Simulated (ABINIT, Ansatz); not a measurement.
Planning a run of Ansatz 0.2.0 on KZnF3 (Pm-3m). The input:

```yaml
crystal:
  lattice:
    - [4.05, 0.0, 0.0]
    - [0.0, 4.05, 0.0]
    - [0.0, 0.0, 4.05]
  atoms:
    - { symbol: K, position: [0.0, 0.0, 0.0] }
    - { symbol: Zn, position: [0.5, 0.5, 0.5] }
    - { symbol: F, position: [0.5, 0.5, 0.0] }
    - { symbol: F, position: [0.0, 0.5, 0.5] }
    - { symbol: F, position: [0.5, 0.0, 0.5] }
kpoints:
  mp_grid: { grid: [6, 6, 6] }
hamiltonian:
  xc: lda
scf:
  occupations: { method: fixed }
dielectric: {}
```

```sh
ansatz run input.yaml --threads 1 --pin off --max-ram 1382MiB --backend cpu --events-out ev --progress --plain --runs-dir out
```

Q: Estimate wall time and host memory on 1 thread of Arm Neoverse V2, shared host.

It took 21 s; on shared hardware allow 11 s to 43 s. Peak host memory was 0.49 GiB.

[Paths, hosts, dates, memory and timing lines, banners, echoed tables and standing remarks are left out of the program output.]

[Logs are printed without paths, hosts, clocks, repeated set-up lines and the standing remarks that a program may print on its own settings, such as how far it seeks lower states.]

[Runs of the session that timed out or met a known fault of the program may be left out.]

[No measured gap is set beside runs whose start may be inverted or whose files or cutoffs have a known fault.]

[Hosts, paths, dates, database ids (printed as entryN), source tags and the programs' standing remarks are cut or masked in the printed files.]

[G0W0 gaps are taken among the corrected bands and points alone; a level outside them can change the order at an edge.]

[Where Ansatz stands beside ABINIT at settings called matched, ABINIT's density can come from a denser mesh and the files from another edition; pairs whose starting gaps differed by over 0.03 eV were left out, so agreement reads better than it is.]
